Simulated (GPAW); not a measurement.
# Ballistic transport through a Ga chain with an Au atom on top of one atom, cheap and dear

How well does a Ga chain with an Au atom on top of one atom conduct at low bias, and how far do basis and functional move the answer?

Program: GPAW 26.7.0. Level of theory: GPAW LCAO, PAW setups; Landauer transmission from Green's functions with principal layers (ASE), zero bias. Results are calculated unless marked as measured.

### Step 1. Starting point

The cell holds 12 atoms: 11 Ga and 1 Au. Cell: a = 9.000 Å, b = 9.000 Å, c = 28.050 Å, α = 90.0°, β = 90.0°, γ = 90.0°. Regions: left lead, 5 atoms (5 Ga); channel, 2 atoms (1 Ga and 1 Au); right lead, 5 atoms (5 Ga). Vacuum lies along a and b. The structure is stacked along c, and the current runs across the ab planes.

### Step 2. Double-zeta polarised basis

The script solves lead and junction separately, takes H and S in the orbital basis, and joins semi-infinite leads through their self-energies; the dzp basis is the working standard.

Input file run.py:

```python
import json
import numpy as np
from ase import Atoms
from ase.transport.calculators import TransportCalculator
from gpaw import GPAW, FermiDirac
from gpaw.lcao.tools import get_lcao_hamiltonian
from scipy.linalg import eigh

# The junction with lead layers at both ends, along the third cell vector
device = Atoms(
    ['Ga', 'Ga', 'Ga', 'Ga', 'Ga', 'Ga', 'Au', 'Ga', 'Ga', 'Ga', 'Ga', 'Ga'],
    positions=[
        [4.50000, 4.50000, 1.27500],
        [4.50000, 4.50000, 3.82500],
        [4.50000, 4.50000, 6.37500],
        [4.50000, 4.50000, 8.92500],
        [4.50000, 4.50000, 11.47500],
        [4.50000, 4.50000, 14.02500],
        [6.90930, 4.50000, 14.02500],
        [4.50000, 4.50000, 16.57500],
        [4.50000, 4.50000, 19.12500],
        [4.50000, 4.50000, 21.67500],
        [4.50000, 4.50000, 24.22500],
        [4.50000, 4.50000, 26.77500]],
    cell=[[9.0, 0.0, 0.0], [0.0, 9.0, 0.0], [0.0, 0.0, 28.05]],
    pbc=True)

# One principal layer of the lead: the first 3 atoms of the device
lead = Atoms(
    ['Ga', 'Ga', 'Ga'],
    positions=[
        [4.50000, 4.50000, 1.27500],
        [4.50000, 4.50000, 3.82500],
        [4.50000, 4.50000, 6.37500]],
    cell=[[9.0, 0.0, 0.0], [0.0, 9.0, 0.0], [0.0, 0.0, 7.65]],
    pbc=True)

settings = dict(mode='lcao', basis='dzp', xc='PBE', h=0.2,
                occupations=FermiDirac(0.1), maxiter=250,
                mixer=dict(beta=0.1, nmaxold=8, weight=100.0),
                convergence=dict(density=0.0001))
energies = np.arange(-2, 2 + 1e-9, 0.05)
eta = 0.0001
n1, n2 = 1, 1
# k and -k transmit alike, so half of the mesh across the current serves
mesh = [(i, j) for i in range(n1) for j in range(n2) if (i, j) <= (-i % n1, -j % n2)]
weights = np.array([1 if (i, j) == (-i % n1, -j % n2) else 2 for i, j in mesh]) / (n1 * n2)

# [... helper functions left out ...]
fermi_lead = ground_state(lead, (1, 1, 15), 'lead.txt')
fermi_device = ground_state(device, (1, 1, 3), 'device.txt')
# [... loop over the mesh left out, but for ...]
        # Shift the lead onto the potential of the device's first layer
        shift = ((H[:, 0, 0] - H0[:, 0, 0]) / S0[0, 0]).real.mean()
# [...]
kT = 8.617333e-5 * 300
bias = [0.1, 0.2, 0.5, 1.0, 1.5, 2.0]
# [... integrals and printing left out ...]
```

Command:

```bash
OMP_NUM_THREADS=1 OPENBLAS_NUM_THREADS=1 python run.py
```

The program printed:

```text
basis functions: device 158, principal layer 39
Fermi level: lead -2.8498 eV, device -2.7419 eV; lead shifted by 0.0006 eV
largest coupling past the next layer 6.03e-05 eV, largest misfit of the first layer 0.045 eV
  E-E_F (eV)   T (one spin)  [channel counts left out]
    -2.000    9.6249e-01
    -1.950    9.3249e-01
    -1.900    8.6619e-01
    -1.850    6.9463e-01
    -1.800    2.5370e-01
    -1.750    5.6210e-02
    -1.700    4.8587e-01
    -1.650    7.1396e-01
    -1.600    8.0054e-01
    -1.550    8.0798e-01
    -1.500    1.7863e-01
    -1.450    2.2647e-05
    -1.400    9.9922e-01
    -1.350    9.9556e-01
    -1.300    9.9398e-01
    -1.250    9.9376e-01
[...]
1.650    2.0661e+00
     1.700    2.1108e+00
     1.750    2.1639e+00
     1.800    2.2233e+00
     1.850    2.2863e+00
     1.900    2.3505e+00
     1.950    2.4135e+00
     2.000    2.4736e+00
conductance at 300 K: 2.1464 G0 a cell; thermopower -0.4988 uV/K
current from the zero-bias T(E) at 0.1 V: 16.615 uA
current from the zero-bias T(E) at 0.2 V: 33.135 uA
current from the zero-bias T(E) at 0.5 V: 79.903 uA
current from the zero-bias T(E) at 1.0 V: 141.75 uA
current from the zero-bias T(E) at 1.5 V: 202.19 uA
current from the zero-bias T(E) at 2.0 V: 262.45 uA
```

Elapsed: 46 s, on 1 thread of Arm Neoverse V1, shared host; peak memory 0.99 GiB.

Numbers from this step:

```yaml
conductance: 2.146 G₀
largest_coupling_past_the_next_principal_layer: 6.03e-5 eV
largest_misfit_of_the_first_principal_layer: 0.04534 eV
shift_that_aligns_the_lead: 6.43e-4 eV
basis_functions_of_the_junction: 158
basis_functions_of_a_principal_layer: 39
transmission_at_the_fermi_level_one_spin: 2.152
```

One spin. Table of transmission, zone mean by energy, zero at the Fermi level:

```
energy (eV)  transmission, zone mean
     -2.000                    0.962
     -1.800                    0.254
     -1.600                    0.801
     -1.550                    0.808
     -1.400                    0.999
     -1.200                    0.994
     -1.000                    0.996
     -0.800                    0.997
     -0.600                    0.998
     -0.400                    0.999
     -0.200                     1.99
      0.000                     2.15
      0.200                     2.12
      0.400                     2.11
      0.600                     2.12
      0.800                     2.12
      1.000                     2.10
      1.200                     2.04
      1.400                     1.99
      1.600                     2.03
      1.800                     2.22
      2.000                     2.47
```

Not self-consistent under bias; the bias window is split evenly. Table of current through one cell, from the zero-bias transmission by bias:

```
bias (V)  current through one cell, from the zero-bias transmission (μA)
   0.100                                                            16.6
   0.200                                                            33.1
   0.500                                                            79.9
   1.000                                                             142
   1.500                                                             202
   2.000                                                             262
```

Transmission of the three most open eigenchannels against energy, zero at the Fermi level:

```
energy (eV)  channel 1  channel 2  channel 3
     -2.000      0.962    3.5e-11          0
     -1.800      0.254    3.4e-11          0
     -1.600      0.801    3.3e-11          0
     -1.400      0.999    3.2e-11          0
     -1.200      0.994    3.1e-11          0
     -1.000      0.996    3.0e-11          0
     -0.800      0.997    2.9e-11          0
     -0.600      0.998    2.8e-11          0
     -0.400      0.999    2.6e-11    2.5e-12
     -0.200      0.999      0.937     0.0572
      0.000      0.999      0.927      0.226
      0.200      0.999      0.876      0.248
      0.400      0.999      0.883      0.227
      0.600      0.999      0.919      0.204
      0.800      0.999      0.951      0.174
      1.000      0.999      0.971      0.126
      1.200      0.999      0.981     0.0581
      1.400      0.999      0.987    0.00301
      1.600      0.999      0.990     0.0421
      1.800      0.999      0.992      0.232
      2.000      0.999      0.993      0.481
```

Couplings past the next layer reach 6.0e-5 eV, small enough to drop; the matrix elements of the cell's first layer differ from the bulk lead's by up to 0.045 eV. That layer keeps its own values in the calculation, and only beyond it is the lead taken as perfect. The Fermi levels of lead and junction count from different zeros of potential, one for each periodic cell; with both set to zero, the small remaining shift is what aligns them. Without spin-orbit coupling, which is large for these atoms, channel counts and T are those of the scalar-relativistic bands. By hand: G = 2.146 × 77.48 μS = 166 μS, a resistance of 6.01 kΩ; at 0.1 V a linear junction would pass 16.6 μA, and the integral over the bias window gives 16.6 μA.

### Step 3. GPAW, szp: basis = "szp(dzp)"

The second zeta is dropped, the polarisation orbitals stay.

Edit run.py of step 2 so:

```diff
@@ -37,3 +37,3 @@
 
-settings = dict(mode='lcao', basis='dzp', xc='PBE', h=0.2,
+settings = dict(mode='lcao', basis='szp(dzp)', xc='PBE', h=0.2,
                 occupations=FermiDirac(0.1), maxiter=250,
```

The program printed:

```text
basis functions: device 108, principal layer 27
Fermi level: lead -3.1746 eV, device -3.0441 eV; lead shifted by -0.0041 eV
largest coupling past the next layer 5.81e-05 eV, largest misfit of the first layer 0.047 eV
  E-E_F (eV)   T (one spin)  [channel counts left out]
    -2.000    9.9864e-01
    -1.950    9.9900e-01
    -1.900    9.9559e-01
    -1.850    9.7856e-01
    -1.800    9.0272e-01
    -1.750    5.5819e-01
    -1.700    1.8603e-02
    -1.650    6.3323e-08
    -1.600    1.9124e-05
    -1.550    9.7483e-07
    -1.500    6.9009e-07
    -1.450    3.6722e-06
    -1.400    9.5436e-01
    -1.350    9.9416e-01
    -1.300    9.9878e-01
    -1.250    9.9932e-01
[...]
1.650    2.0199e+00
     1.700    2.0072e+00
     1.750    1.9973e+00
     1.800    1.9912e+00
     1.850    1.9894e+00
     1.900    1.9925e+00
     1.950    2.0011e+00
     2.000    2.0151e+00
conductance at 300 K: 2.1823 G0 a cell; thermopower -0.7468 uV/K
current from the zero-bias T(E) at 0.1 V: 16.889 uA
current from the zero-bias T(E) at 0.2 V: 33.654 uA
current from the zero-bias T(E) at 0.5 V: 79.831 uA
current from the zero-bias T(E) at 1.0 V: 141.77 uA
current from the zero-bias T(E) at 1.5 V: 203.5 uA
current from the zero-bias T(E) at 2.0 V: 265.47 uA
```

Elapsed: 34 s, on 1 thread; peak memory 0.97 GiB.

This step gave:

```
conductance                                    : 2.182 G₀
largest coupling past the next principal layer : 5.81e-5 eV
largest misfit of the first principal layer    : 0.04688 eV
shift that aligns the lead                     : -0.004065 eV
basis functions of the junction                : 108
basis functions of a principal layer           : 27
transmission at the Fermi level (one spin)     : 2.190
```

One spin. Transmission, zone mean against energy, zero at the Fermi level:

energy (eV), transmission, zone mean and a bar:
```
   -2.000       1.00 ##############
   -1.800       0.90 ############
   -1.600       0.00 
   -1.400       0.95 #############
   -1.200       1.00 ##############
   -1.000       1.00 ##############
   -0.800       1.00 ##############
   -0.600       1.00 ##############
   -0.400       1.00 ##############
   -0.200       1.95 ###########################
    0.000       2.19 ##############################
    0.200       2.17 #############################
    0.400       2.17 ##############################
    0.600       2.19 ##############################
    0.800       2.20 ##############################
    0.850       2.20 ##############################
    1.000       2.20 ##############################
    1.200       2.16 #############################
    1.400       2.10 #############################
    1.600       2.03 ############################
    1.800       1.99 ###########################
    2.000       2.02 ###########################
```

Not self-consistent under bias; the bias window is split evenly. Current through one cell, from the zero-bias transmission against bias:

```
bias (V)  current through one cell, from the zero-bias transmission (μA)
   0.100                                                            16.9
   0.200                                                            33.7
   0.500                                                            79.8
   1.000                                                             142
   1.500                                                             203
   2.000                                                             265
```

Transmission of the three most open eigenchannels against energy, zero at the Fermi level:

```
energy (eV)  channel 1  channel 2  channel 3
      -2.00      0.999          0          0
      -1.85      0.979          0          0
      -1.70     0.0186          0          0
      -1.60     1.9e-5          0          0
      -1.45     3.7e-6          0          0
      -1.30      0.999          0          0
      -1.15      0.999          0          0
      -1.05      0.998          0          0
      -0.90      0.998          0          0
      -0.75      0.998          0          0
      -0.60      0.998          0          0
      -0.50      0.999          0          0
      -0.35      0.999    1.3e-11    4.7e-12
      -0.20      0.999      0.893     0.0561
      -0.05      0.999      0.934      0.244
       0.00      0.999      0.916      0.275
       0.05      0.999      0.898      0.293
       0.20      0.999      0.865      0.301
       0.35      0.999      0.870      0.290
       0.50      0.999      0.896      0.279
       0.60      0.999      0.915      0.272
       0.75      0.999      0.942      0.260
       0.90      0.999      0.961      0.243
       1.05      0.999      0.973      0.218
       1.15      0.999      0.978      0.195
       1.30      0.999      0.983      0.151
       1.45      0.999      0.987     0.0995
       1.60      0.999      0.988     0.0471
       1.70      0.999      0.989     0.0187
       1.85      0.999      0.990     1.2e-5
       2.00      0.999      0.991     0.0251
```

The conductance, 2.18 G₀, lies 1.7 % above that of the dzp run.

### Step 4. GPAW, sz: basis = "sz(dzp)"

The minimal basis is the cheapest rung: no second zeta and no polarisation.

Edit run.py of step 3 so:

```diff
@@ -37,3 +37,3 @@
 
-settings = dict(mode='lcao', basis='szp(dzp)', xc='PBE', h=0.2,
+settings = dict(mode='lcao', basis='sz(dzp)', xc='PBE', h=0.2,
                 occupations=FermiDirac(0.1), maxiter=250,
```

The program printed:

```text
basis functions: device 50, principal layer 12
Fermi level: lead -3.2329 eV, device -3.1043 eV; lead shifted by -0.0119 eV
largest coupling past the next layer 5.75e-05 eV, largest misfit of the first layer 0.042 eV
  E-E_F (eV)   T (one spin)  [channel counts left out]
    -2.000    9.9443e-01
    -1.950    9.9679e-01
    -1.900    9.9875e-01
[...]
1.950    1.9898e+00
     2.000    1.9985e+00
conductance at 300 K: 2.186 G0 a cell; thermopower -0.3902 uV/K
current from the zero-bias T(E) at 0.1 V: 16.917 uA
current from the zero-bias T(E) at 0.2 V: 33.706 uA
current from the zero-bias T(E) at 0.5 V: 79.98 uA
current from the zero-bias T(E) at 1.0 V: 141.9 uA
current from the zero-bias T(E) at 1.5 V: 203.5 uA
current from the zero-bias T(E) at 2.0 V: 265.3 uA
```

The job ended after 26 s (1 thread; peak memory 0.89 GiB).

This step gave:

* conductance: 2.186 G₀
* largest coupling past the next principal layer: 5.75e-5 eV
* largest misfit of the first principal layer: 0.04167 eV
* shift that aligns the lead: -0.01190 eV
* basis functions of the junction: 50
* basis functions of a principal layer: 12
* transmission at the Fermi level (one spin): 2.194

The conductance, 2.19 G₀, lies 1.8 % above that of the dzp run.

### Step 5. LDA in the dzp basis: xc = "LDA"

Back in the dzp basis, the functional changes from PBE to LDA, to set the spread between functionals beside that between bases.

Edit run.py of step 4 so:

```diff
@@ -37,3 +37,3 @@
 
-settings = dict(mode='lcao', basis='sz(dzp)', xc='PBE', h=0.2,
+settings = dict(mode='lcao', basis='dzp', xc='LDA', h=0.2,
                 occupations=FermiDirac(0.1), maxiter=250,
```

The program printed:

```text
basis functions: device 158, principal layer 39
Fermi level: lead -3.0783 eV, device -2.9841 eV; lead shifted by -0.0083 eV
largest coupling past the next layer 5.91e-05 eV, largest misfit of the first layer 0.047 eV
  E-E_F (eV)   T (one spin)  [channel counts left out]
    -2.000    9.5643e-01
    -1.950    9.0129e-01
    -1.900    7.5225e-01
[...]
1.950    2.3922e+00
     2.000    2.4499e+00
conductance at 300 K: 2.166 G0 a cell; thermopower -0.5743 uV/K
current from the zero-bias T(E) at 0.1 V: 16.763 uA
current from the zero-bias T(E) at 0.2 V: 33.407 uA
current from the zero-bias T(E) at 0.5 V: 79.837 uA
current from the zero-bias T(E) at 1.0 V: 141.54 uA
current from the zero-bias T(E) at 1.5 V: 202.07 uA
current from the zero-bias T(E) at 2.0 V: 262.27 uA
```

Wall time 35 s (1 thread); peak memory 0.99 GiB.

Numbers from this step:

| Quantity | Value |
| --- | --- |
| conductance | 2.166 G₀ |
| largest coupling past the next principal layer | 5.91e-5 eV |
| largest misfit of the first principal layer | 0.04716 eV |
| shift that aligns the lead | -0.008320 eV |
| basis functions of the junction | 158 |
| basis functions of a principal layer | 39 |
| transmission at the Fermi level (one spin) | 2.173 |

One spin. The transmission, zone mean by energy, zero at the Fermi level:

```
energy (eV)  transmission, zone mean
     -2.000                    0.956
     -1.800                   2.9e-4
     -1.700                    0.422
     -1.600                   5.4e-4
     -1.400                    0.985
     -1.200                    0.999
     -1.000                    0.998
     -0.800                    0.998
     -0.600                    0.999
     -0.400                    0.999
     -0.200                     1.95
      0.000                     2.17
      0.200                     2.14
      0.400                     2.12
      0.600                     2.13
      0.800                     2.12
      1.000                     2.09
      1.200                     2.03
      1.400                     1.99
      1.600                     2.03
      1.800                     2.21
      2.000                     2.45
```

The conductance, 2.17 G₀, lies 0.9 % above that of the dzp run.

### Step 6. All levels side by side

Times are for 1 thread of Arm Neoverse V1, shared host. The series side by side:

```
no.      run  conductance (G₀)  time  memory (GiB)
  1      dzp             2.146  46 s          0.99
  2      szp             2.182  34 s          0.97
  3       sz             2.186  26 s          0.89
  4  dzp LDA             2.166  35 s          0.99
```

### Step 7. The levels side by side

The curves are compared point by point over the common energies.

This step: comparison of transmission and cost over codes and levels (GPAW 26.7.0).

Ladder, by row:

```
   step  code  T at the Fermi level (sum over the listed spins)  conductance (G0)  r.m.s. T(E) from the first  wall time (s)  peak memory (GiB)  threads
    dzp  GPAW                                             2.152             2.146                           0          45.61               0.99        1
    szp  GPAW                                              2.19             2.182                      0.2218          34.18               0.97        1
     sz  GPAW                                             2.194             2.186                       0.245          25.72               0.89        1
dzp-LDA  GPAW                                             2.173             2.166                      0.1464          35.34               0.99        1
```

The transmission, zone mean, sum over the listed spins by energy, zero at the Fermi level:

```
energy (eV)     dzp     szp      sz  dzp-LDA
    -2.0000   0.962   0.999   0.994    0.956
    -1.7500  0.0562   0.558   0.293    0.239
    -1.5500   0.808  9.7e-7  1.5e-6   2.1e-6
    -1.5000   0.179  6.9e-7   0.441   1.2e-6
    -1.2500   0.994   0.999   0.998    0.999
    -1.0000   0.996   0.998   0.998    0.998
    -0.7500   0.998   0.998   0.998    0.998
    -0.5000   0.998   0.999   0.998    0.999
    -0.2500    1.49   0.999    1.06     1.27
     0.0000    2.15    2.19    2.19     2.17
     0.2500    2.12    2.16    2.15     2.13
     0.5000    2.11    2.17    2.17     2.12
     0.7500    2.13    2.20    2.19     2.12
     0.8500    2.12    2.20    2.19     2.12
     1.0000    2.10    2.20    2.19     2.09
     1.2500    2.02    2.15    2.15     2.02
     1.5000    1.99    2.07    2.07     1.99
     1.7500    2.16    2.00    2.00     2.16
     2.0000    2.47    2.02    2.00     2.45
```

[end of part 1 of 2]

[Logs are printed without paths, hosts, clocks, repeated set-up lines and the standing remarks that a program may print on its own settings, such as how far it seeks lower states.]

[Hosts, paths, dates, database ids (printed as entryN), source tags and the programs' standing remarks are cut or masked in the printed files.]
